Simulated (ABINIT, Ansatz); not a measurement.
# Lattice dynamics of AlIn (Fm-3m) in two programs

How does AlIn (Fm-3m) vibrate, and is this structure a minimum?

Method: DFT LDA, scalar-relativistic, plane waves, HGH norm-conserving pseudopotentials, in ABINIT 10.8.3.

The structure was built from a prototype and need not be the compound's stable phase.

**1. The starting structure**

Symmetry: Fm-3m, No. 225, cubic system. Conventional cell: a = 5.642 Å, b = 5.642 Å, c = 5.642 Å, α = 90.00°, β = 90.00°, γ = 90.00°. Al has 6 In at 2.82 Å nearest. Nearest to In lie 6 Al at 2.82 Å. Farther neighbours are not listed.

Structure file:

```cif
data_structure
_symmetry_space_group_name_H-M 'Fm-3m'
_symmetry_Int_Tables_number 225
_cell_length_a 5.6422
_cell_length_b 5.6422
_cell_length_c 5.6422
_cell_angle_alpha 90.000
_cell_angle_beta 90.000
_cell_angle_gamma 90.000
_cell_volume 179.62
loop_
_atom_site_label
_atom_site_type_symbol
_atom_site_symmetry_multiplicity
_atom_site_Wyckoff_symbol
_atom_site_fract_x
_atom_site_fract_y
_atom_site_fract_z
_atom_site_occupancy
Al1 Al 4 b 0.50000 0.00000 0.00000 1
In1 In 4 a 0.00000 0.00000 0.00000 1
```

**2. Relaxing the cell and atoms**

The harmonic expansion needs vanishing forces, and a free crystal bears no stress, so cell and atoms are brought to rest. Stress is more sensitive to the basis than forces are: the last 3 Ha under the cutoff are smoothed with ecutsm, and the cutoff is raised above that of the later runs.

The starting cell comes from a relaxation made beforehand in Ansatz (LDA, PseudoDojo NC).

relax.abi reads:

```
# relaxation
ionmov 2
optcell 2
dilatmx 1.08
ntime 40
tolmxf 1.0d-05
tolvrs 1.0d-14
prtwf 0
prtden 0
chksymtnons 0

# basis, mesh and filling
ecut 26.0
ecutsm 3.0
ixc 7
ngkpt 10 10 10
nshiftk 1
shiftk 0.0 0.0 0.0
istwfk *1
occopt 7
tsmear 0.01
nband 8
nstep 100
diemac 1000000.0
prtebands 0
prtgsr 0
useylm 1

# cell and atoms
acell 7.539354828 7.539354828 7.539354828
rprim 
    0.0 0.7071067812 0.7071067812
    0.7071067812 0.0 0.7071067812
    0.7071067812 0.7071067812 0.0
ntypat 2
znucl 13 49
natom 2
typat 1 2
xred 
    0.5 0.5 0.5
    0.0 0.0 0.0
pp_dirpath "./pseudo"
pseudos "Al.hgh, In.hgh"
```

Command:

```bash
$ OMP_NUM_THREADS=1 mpirun -n 4 abinit relax.abi > relax.log
```

Numbers of over 12 decimals in the logs are rounded to 6 here.

relax.abo, the main output file:

```text
[banners, grids, parts of the stress and lines that vanish by symmetry left out]
- input  file    -> relax.abi
- output file    -> relax.abo
- root for input  files -> relaxi
[...]
Symmetries : space group Fm -3 m (#225); Bravais cF (face-center cubic)
[...]
mpw =        2450          nfft =       64000          nkpt =          47
[...]
== DATASET  1 ==================================================================
[...]
cutoff_energies: {ecut:  26.0, pawecutdg:  -1.0, }
[...]
Exchange-correlation functional for the present dataset will be:
  LDA: Perdew-Wang 92 LSD fit to Ceperley-Alder data - ixc=7
[...]
ETOT  1  -4.129129    -4.129E+00 1.829E-02 6.025E+01
 ETOT  2  -4.137855    -8.726E-03 4.110E-04 2.514E+00
 ETOT  3  -4.138035    -1.806E-04 1.721E-04 1.696E-02
 ETOT  4  -4.138037    -1.454E-06 3.128E-04 1.002E-03
 ETOT  5  -4.138037    -7.150E-08 1.117E-04 6.174E-06
[...]
At SCF step   10       vres2   =  9.14E-17 < tolvrs=  1.00E-14 =>converged.
[...]
sigma(1 1)=  3.96282868E-05  sigma(3 2)=  0.00000000E+00
  sigma(2 2)=  3.96282868E-05  sigma(3 1)=  0.00000000E+00
  sigma(3 3)=  3.96282868E-05  sigma(2 1)=  0.00000000E+00
[...]
convergence: {deltae:  0.000E+00, res2:  9.135E-17, residm:  1.896E-05, diffor: null, }
etotal    :  -4.13803701E+00
[...]
ETOT  1  -4.138077    -4.138E+00 2.445E-02 2.227E-04
[...]
At SCF step    7       vres2   =  2.41E-16 < tolvrs=  1.00E-14 =>converged.
[...]
sigma(1 1)=  3.37547529E-05  sigma(3 2)=  0.00000000E+00
  sigma(2 2)=  3.37547529E-05  sigma(3 1)=  0.00000000E+00
  sigma(3 3)=  3.37547529E-05  sigma(2 1)=  0.00000000E+00
[...]
convergence: {deltae: -7.727E-14, res2:  2.414E-16, residm:  5.250E-07, diffor: null, }
etotal    :  -4.13807663E+00
[...]
ETOT  1  -4.138176    -4.138E+00 9.250E-02 7.022E-03
[...]
At SCF step    8       vres2   =  6.43E-17 < tolvrs=  1.00E-14 =>converged.
[...]
sigma(1 1)= -1.29477366E-06  sigma(3 2)=  0.00000000E+00
  sigma(2 2)= -1.29477366E-06  sigma(3 1)=  0.00000000E+00
  sigma(3 3)= -1.29477366E-06  sigma(2 1)=  0.00000000E+00
[...]
convergence: {deltae:  6.839E-14, res2:  6.431E-17, residm:  7.824E-08, diffor: null, }
etotal    :  -4.13817622E+00
[...]
ETOT  1  -4.138176    -4.138E+00 3.325E-06 9.600E-06
[...]
ETOT  5  -4.138176     4.707E-14 5.873E-09 6.415E-14
 ETOT  6  -4.138176    -8.260E-14 2.530E-08 9.682E-16
 At SCF step    6       vres2   =  9.68E-16 < tolvrs=  1.00E-14 =>converged.
[...]
sigma(1 1)=  3.90365153E-08  sigma(3 2)=  0.00000000E+00
  sigma(2 2)=  3.90365153E-08  sigma(3 1)=  0.00000000E+00
  sigma(3 3)=  3.90365153E-08  sigma(2 1)=  0.00000000E+00
[...]
convergence: {deltae: -8.260E-14, res2:  9.682E-16, residm:  2.530E-08, diffor: null, }
etotal    :  -4.13817636E+00
[...]
At Broyd/MD step   4, gradients are converged :
[...]
sigma(1 1)=  3.90365153E-08  sigma(3 2)=  0.00000000E+00
  sigma(2 2)=  3.90365153E-08  sigma(3 1)=  0.00000000E+00
  sigma(3 3)=  3.90365153E-08  sigma(2 1)=  0.00000000E+00
[...]
- sigma(1 1)=  1.14849393E-03  sigma(3 2)=  0.00000000E+00
- sigma(2 2)=  1.14849393E-03  sigma(3 1)=  0.00000000E+00
- sigma(3 3)=  1.14849393E-03  sigma(2 1)=  0.00000000E+00
[...]
fcart     -0.0000000000E+00 -0.0000000000E+00 -0.0000000000E+00
           strten      3.9036515338E-08  3.9036515338E-08  3.9036515338E-08
================================================================================

[key lines of the parts left out:]
pressure_GPa:  -1.1485E-03
Total energy (etotal) [Ha]= -4.13817635537264E+00
```

Elapsed: 20 s, on 4 MPI ranks of Arm Neoverse V2, shared host.

Relaxation path:

```tsv
step	energy less that of the first step (eV)	largest force (eV/Å)	volume (Å³)
1	0.0000	0.0000	44.90
2	-0.0011	0.0000	44.74
3	-0.0038	0.0000	43.85
4	-0.0038	0.0000	43.89
```

```tsv
conventional cell, symmetrised	before	after	change
a (Å)	5.642	5.599	-0.8 %
b (Å)	5.642	5.599	-0.8 %
c (Å)	5.642	5.599	-0.8 %
volume (Å³/atom)	22.45	21.94	-2.3 %
```

The relaxed structure:

```
Al In
1.0
     0.00000    2.79962    2.79962
     2.79962    0.00000    2.79962
     2.79962    2.79962    0.00000
Al In
1 1
Direct
  0.50000 0.50000 0.50000
  0.00000 0.00000 0.00000
```

This step gave:

```yaml
volume_per_atom: 21.94 Å³
pressure: -0.001148 GPa
gap_on_the_k_mesh: 0 eV
```

The volume changes by -2.3 % from the cell with which this run began.

**3. Ground state**

The response is built on these wavefunctions, so the potential is converged far more tightly than an energy would need. Occupations are smeared.

gs.abi reads:

```
# ground state
tolvrs 1.0d-16
prtden 1
prtwf 1

# basis, mesh and filling
ecut 20.0
ixc 7
ngkpt 12 12 12
nshiftk 1
shiftk 0.0 0.0 0.0
istwfk *1
occopt 7
tsmear 0.01
nband 8
nstep 100
diemac 1000000.0
prtebands 0
prtgsr 0
useylm 1

# cell and atoms
acell 7.48191673 7.48191673 7.48191673
rprim 
    0.0 0.7071067812 0.7071067812
    0.7071067812 0.0 0.7071067812
    0.7071067812 0.7071067812 0.0
ntypat 2
znucl 13 49
natom 2
typat 1 2
xred 
    0.5 0.5 0.5
    0.0 0.0 0.0
pp_dirpath "./pseudo"
pseudos "Al.hgh, In.hgh"
```

Command:

```bash
$ OMP_NUM_THREADS=1 mpirun -n 4 abinit gs.abi > gs.log
```

gs.abo, the main output file:

```text
[banners, grids, parts of the stress and lines that vanish by symmetry left out]
- input  file    -> gs.abi
- output file    -> gs.abo
- root for input  files -> gsi
[...]
Symmetries : space group Fm -3 m (#225); Bravais cF (face-center cubic)
[...]
mpw =        1284          nfft =       32768          nkpt =          72
[...]
== DATASET  1 ==================================================================
[...]
cutoff_energies: {ecut:  20.0, pawecutdg:  -1.0, }
[...]
Exchange-correlation functional for the present dataset will be:
  LDA: Perdew-Wang 92 LSD fit to Ceperley-Alder data - ixc=7
[...]
ETOT  1  -4.130722    -4.131E+00 1.301E-02 2.985E+01
 ETOT  2  -4.138083    -7.360E-03 3.968E-03 1.189E+00
 ETOT  3  -4.138245    -1.622E-04 3.224E-04 8.131E-03
 ETOT  4  -4.138246    -1.307E-06 3.923E-04 2.967E-04
 ETOT  5  -4.138246    -3.957E-08 6.976E-04 2.673E-06
[...]
ETOT  9  -4.138246     2.842E-14 9.139E-05 6.979E-15
 ETOT 10  -4.138246     5.329E-15 1.780E-05 2.251E-17
 At SCF step   10       vres2   =  2.25E-17 < tolvrs=  1.00E-16 =>converged.
[...]
sigma(1 1)= -1.33294460E-06  sigma(3 2)=  0.00000000E+00
  sigma(2 2)= -1.33294460E-06  sigma(3 1)=  0.00000000E+00
  sigma(3 3)= -1.33294460E-06  sigma(2 1)=  0.00000000E+00
[...]
convergence: {deltae:  5.329E-15, res2:  2.251E-17, residm:  1.780E-05, diffor: null, }
etotal    :  -4.13824624E+00
[...]
sigma(1 1)= -1.33294460E-06  sigma(3 2)=  0.00000000E+00
  sigma(2 2)= -1.33294460E-06  sigma(3 1)=  0.00000000E+00
  sigma(3 3)= -1.33294460E-06  sigma(2 1)=  0.00000000E+00
[...]
- sigma(1 1)= -3.92165842E-02  sigma(3 2)=  0.00000000E+00
- sigma(2 2)= -3.92165842E-02  sigma(3 1)=  0.00000000E+00
- sigma(3 3)= -3.92165842E-02  sigma(2 1)=  0.00000000E+00
[...]
fcart     -0.0000000000E+00 -0.0000000000E+00 -0.0000000000E+00
           strten     -1.3329446028E-06 -1.3329446028E-06 -1.3329446028E-06
================================================================================

[key lines of the parts left out:]
pressure_GPa:   3.9217E-02
```

The job ended after 3.7 s (4 MPI ranks; 14 s of CPU time).

Numbers from this step:

```
pressure : 0.03922 GPa
```

The cell stands at 0.039 GPa, close enough for phonons.

**4. Linear response at Γ**

At q = 0 one unit cell holds all displacements. The response is solved for single atoms along the cell's directions, and symmetry skips those that follow from others. The crystal is treated as a metal, which screens a static field, so no field response is asked.

dfpt_gamma.abi reads:

```

# common to the responses
getwfk_filepath "gso_WFK"
kptopt 2
nqpt 1
qpt 0.0 0.0 0.0
asr 0
chneut 0

# displacements
rfphon 1
rfatpol 1 2
rfdir 1 1 1
tolvrs 1.0d-10
prtwf 0
prtpot 1

# basis, mesh and filling
ecut 20.0
ixc 7
ngkpt 12 12 12
nshiftk 1
shiftk 0.0 0.0 0.0
istwfk *1
occopt 7
tsmear 0.01
nband 8
nstep 100
diemac 1000000.0
prtebands 0
prtgsr 0
useylm 1

# cell and atoms
acell 7.48191673 7.48191673 7.48191673
rprim 
    0.0 0.7071067812 0.7071067812
    0.7071067812 0.0 0.7071067812
    0.7071067812 0.7071067812 0.0
ntypat 2
znucl 13 49
natom 2
typat 1 2
xred 
    0.5 0.5 0.5
    0.0 0.0 0.0
pp_dirpath "./pseudo"
pseudos "Al.hgh, In.hgh"
```

Command:

```bash
$ OMP_NUM_THREADS=1 mpirun -n 4 abinit dfpt_gamma.abi > dfpt_gamma.log
```

dfpt_gamma.abo, the main output file:

```text
[banners, grids, parts of the stress and lines that vanish by symmetry left out]
- input  file    -> dfpt_gamma.abi
- output file    -> dfpt_gamma.abo
- root for input  files -> dfpt_gammai
- root for output files -> dfpt_gammao

 Symmetries : space group Fm -3 m (#225); Bravais cF (face-center cubic)
================================================================================
 Values of the parameters that define the memory need of the present run (RF).
     intxc =       0      iscf =       7    lmnmax =      14     lnmax =       6
     mgfft =      32  mpssoang =       3    mqgrid =    3001     natom =       2
  nloc_mem =       1    nspden =       1   nspinor =       1    nsppol =       1
      nsym =      48    n1xccc =       0    ntypat =       2    occopt =       7
   xclevel =       1
-    mband =           8        mffmem =           1         mkmem =         217
-   mkqmem =         217        mk1mem =         217           mpw =        1284
      nfft =       32768          nkpt =         868
- my_mband =           8
================================================================================
================================================================================

--------------------------------------------------------------------------------
------------- Echo of variables that govern the present computation ------------
--------------------------------------------------------------------------------
-
- outvars: echo of selected default values
-   iomode0 =  0 , fftalg0 =312 , wfoptalg0 =  0
-
- outvars: echo of global parameters not present in the input file
-  max_nthreads =    1
-
 -outvars: echo values of preprocessed input variables
 [... echo left out ...]
================================================================================

 chkinp: Checking input parameters for consistency.

[...]
== DATASET  1 ==================================================================
-   mpi_nproc: 4, omp_nthreads: 1 (-1 if OMP is not activated)

--- !DatasetInfo
iteration_state: {dtset: 1, }
dimensions: {natom: 2, nkpt: 868, mband: 8, nsppol: 1, nspinor: 1, nspden: 1, mpw: 1284, }
cutoff_energies: {ecut:  20.0, pawecutdg:  -1.0, }
electrons: {nelect:   6.00000000E+00, charge:   0.00000000E+00, occopt:   7.00000000E+00, tsmear:   1.00000000E-02, }
meta: {optdriver: 1, rfphon: 1, }
...

 mkfilename: getwfk from: gso_WFK

 Exchange-correlation functional for the present dataset will be:
  LDA: Perdew-Wang 92 LSD fit to Ceperley-Alder data - ixc=7
 Citation for XC functional:
  J.P.Perdew and Y.Wang, PRB 45, 13244 (1992)

 Real(R)+Recip(G) space primitive vectors, cartesian coordinates (Bohr,Bohr^-1):
 R(1)=  0.0000000  5.2905141  5.2905141  G(1)= -0.0945088  0.0945088  0.0945088
 R(2)=  5.2905141  0.0000000  5.2905141  G(2)=  0.0945088 -0.0945088  0.0945088
 R(3)=  5.2905141  5.2905141  0.0000000  G(3)=  0.0945088  0.0945088 -0.0945088
 Unit cell volume ucvol=  2.9615810E+02 bohr^3
 Angles (23,13,12)=  6.00000000E+01  6.00000000E+01  6.00000000E+01 degrees
 setup1 : take into account q-point for computing boxcut.

 getcut: wavevector=  0.0000  0.0000  0.0000  ngfft=  32  32  32
         ecut(hartree)=     20.000   => boxcut(ratio)=   2.12450

--- Pseudopotential description ------------------------------------------------
- pspini: atom type   1  psp file is ./pseudo/Al.hgh

- pspini: atom type   2  psp file is ./pseudo/In.hgh

   5.33344104E+01                                ecore*ucvol(ha*bohr**3)
--------------------------------------------------------------------------------

 ==>  initialize data related to q vector <==

 The list of irreducible perturbations for this q vector is:
    1)    idir= 1    ipert=   1
    2)    idir= 1    ipert=   2

[...]
The perturbation idir=   2  ipert=   1 is
 symmetric of a previously calculated perturbation.
 So, its SCF calculation is not needed.

 The perturbation idir=   3  ipert=   1 is
 symmetric of a previously calculated perturbation.
 So, its SCF calculation is not needed.

 The perturbation idir=   2  ipert=   2 is
 symmetric of a previously calculated perturbation.
 So, its SCF calculation is not needed.

 The perturbation idir=   3  ipert=   2 is
 symmetric of a previously calculated perturbation.
 So, its SCF calculation is not needed.

--------------------------------------------------------------------------------
 Perturbation wavevector (in red.coord.)   0.000000  0.000000  0.000000
 Perturbation : displacement of atom   1   along direction   1
 Found     4 symmetries that leave the perturbation invariant.

[...]
dfpt_looppert : total number of electrons, from k and k+q
  fully or partially occupied states are    6.000000E+00 and    6.000000E+00.
 Initialisation of the first-order wave-functions :
  ireadwf=   0

--- !BeginCycle
iteration_state: {dtset: 1, }
solver: {iscf: 7, nstep: 100, nline: 4, wfoptalg: 0, }
tolerances: {tolvrs: 1.00E-10, }
...

     iter   2DEtotal(Ha)        deltaE(Ha) residm    vres2
-ETOT  1   4.877326     -2.514E+01 7.064E-01 6.069E+03
 ETOT  2   2.040041     -2.837E+00 8.581E-02 4.089E+01
 ETOT  3   2.024786     -1.525E-02 3.018E-02 1.288E-01
 ETOT  4   2.024766     -2.026E-05 8.830E-04 2.685E-04
 ETOT  5   2.024766     -9.091E-08 2.760E-04 7.146E-07
[...]
At SCF step    8       vres2   =  5.00E-12 < tolvrs=  1.00E-10 =>converged.
[...]
Mean square residual over all n,k,spin=   16.889E-11; max=  22.316E-08

 Thirteen components of 2nd-order total energy (hartree) are
 1,2,3: 0th-order hamiltonian combined with 1st-order wavefunctions
     kin0=   3.38774651E+01 eigvalue=  -4.65383869E-01  local=  -3.32207976E+01
 4,5,6: 1st-order hamiltonian combined with 1st and 0th-order wfs
 loc psp =   3.56062742E+01  Hartree=   4.75902717E+00     xc=  -3.09985961E+00
 note that "loc psp" includes a xc core correction that could be resolved
 7,8,9: eventually, occupation + non-local contributions
    edocc=   2.81395953E+00     enl0=   2.33312478E+01   enl1=  -9.15975912E+01
 1-9 gives the relaxation energy (to be shifted if some occ is /=2.0)
   erelax=  -2.79956585E+01
 10,11,12 Non-relaxation  contributions : frozen-wavefunctions and Ewald
 fr.local=  -2.86314274E+01 fr.nonlo=   5.15260577E+01  Ewald=   7.12579372E+00
 13,14 Frozen wf xc core corrections (1) and (2)
 frxc 1  =   0.00000000E+00  frxc 2 =   0.00000000E+00
 Resulting in :
 2DEtotal=    0.2024765580E+01 Ha. Also 2DEtotal=    0.550966782495E+02 eV
    (2DErelax=   -2.7995658476E+01 Ha. 2DEnonrelax=    3.0020424056E+01 Ha)
    (  non-var. 2DEtotal :    2.0247655478E+00 Ha)

[...]
Perturbation wavevector (in red.coord.)   0.000000  0.000000  0.000000
 Perturbation : displacement of atom   2   along direction   1
 Found     4 symmetries that leave the perturbation invariant.

--------------------------------------------------------------------------------

--------------------------------------------------------------------------------

 dfpt_looppert : total number of electrons, from k and k+q
  fully or partially occupied states are    6.000000E+00 and    6.000000E+00.
 Initialisation of the first-order wave-functions :
  ireadwf=   0

--- !BeginCycle
iteration_state: {dtset: 1, }
solver: {iscf: 7, nstep: 100, nline: 4, wfoptalg: 0, }
tolerances: {tolvrs: 1.00E-10, }
...

     iter   2DEtotal(Ha)        deltaE(Ha) residm    vres2
-ETOT  1   3.865448     -2.864E+01 3.601E-01 4.524E+03
[...]
ETOT  6   2.024720     -7.677E-10 3.290E-06 9.367E-09
 ETOT  7   2.024720     -4.100E-12 1.289E-06 2.777E-11

 At SCF step    7       vres2   =  2.78E-11 < tolvrs=  1.00E-10 =>converged.
[...]
Mean square residual over all n,k,spin=   13.117E-10; max=  12.890E-07

 Thirteen components of 2nd-order total energy (hartree) are
 1,2,3: 0th-order hamiltonian combined with 1st-order wavefunctions
     kin0=   2.82580270E+01 eigvalue=  -1.66985789E-01  local=  -6.75087179E+00
 4,5,6: 1st-order hamiltonian combined with 1st and 0th-order wfs
 loc psp =  -1.91261725E+01  Hartree=   3.95298702E+00     xc=  -3.12331132E+00
 note that "loc psp" includes a xc core correction that could be resolved
 7,8,9: eventually, occupation + non-local contributions
    edocc=   3.26117749E+00     enl0=   5.05063550E+00   enl1=  -4.18371444E+01
 1-9 gives the relaxation energy (to be shifted if some occ is /=2.0)
   erelax=  -3.04816588E+01
 10,11,12 Non-relaxation  contributions : frozen-wavefunctions and Ewald
 fr.local=   3.05583609E+00 fr.nonlo=   2.23247488E+01  Ewald=   7.12579372E+00
 13,14 Frozen wf xc core corrections (1) and (2)
 frxc 1  =   0.00000000E+00  frxc 2 =   0.00000000E+00
 Resulting in :
 2DEtotal=    0.2024719841E+01 Ha. Also 2DEtotal=    0.550954336377E+02 eV
    (2DErelax=   -3.0481658764E+01 Ha. 2DEnonrelax=    3.2506378605E+01 Ha)
    (  non-var. 2DEtotal :    2.0247201416E+00 Ha)

[...]
---- first-order wavefunction calculations are completed ----

 ==> Compute Derivative Database <==

 [... matrices left out ...]
  Phonon wavevector (reduced coordinates) :  0.00000  0.00000  0.00000
 Phonon energies in Hartree :
   1.687650E-06  1.687651E-06  1.687653E-06  9.529962E-04  9.529962E-04
   9.529962E-04
 Phonon frequencies in cm-1    :
-  3.703965E-01  3.703966E-01  3.703969E-01  2.091585E+02  2.091585E+02
-  2.091585E+02

== END DATASET(S) ==============================================================
================================================================================

 -outvars: echo values of variables after computation
            acell      7.4819167300E+00  7.4819167300E+00  7.4819167300E+00 Bohr
           etotal      2.0247198412E+00
            fcart      0.0000000000E+00  0.0000000000E+00  0.0000000000E+00
           strten      0.0000000000E+00  0.0000000000E+00  0.0000000000E+00
================================================================================
```

Run time: 18 s. Hardware: 4 MPI ranks.

Read from the output:

```
largest acoustic frequency at the zone centre before the sum rule : 0.37 cm⁻¹
highest optical zone-centre mode (no LO-TO term)                  : 209.2 cm⁻¹
lowest optical zone-centre mode                                   : 209.2 cm⁻¹
```

The acoustic modes at Γ come out as far as 0.4 cm⁻¹ from zero, where they should vanish, a small numerical error.

(Part 1 of 3 ends here.)

[Host names and launcher messages were left out of these logs when they were recorded.]

[Logs are printed without paths, hosts, clocks, repeated set-up lines and the standing remarks that a program may print on its own settings, such as how far it seeks lower states.]

[Hosts, paths, dates, database ids (printed as entryN), source tags and the programs' standing remarks are cut or masked in the printed files.]
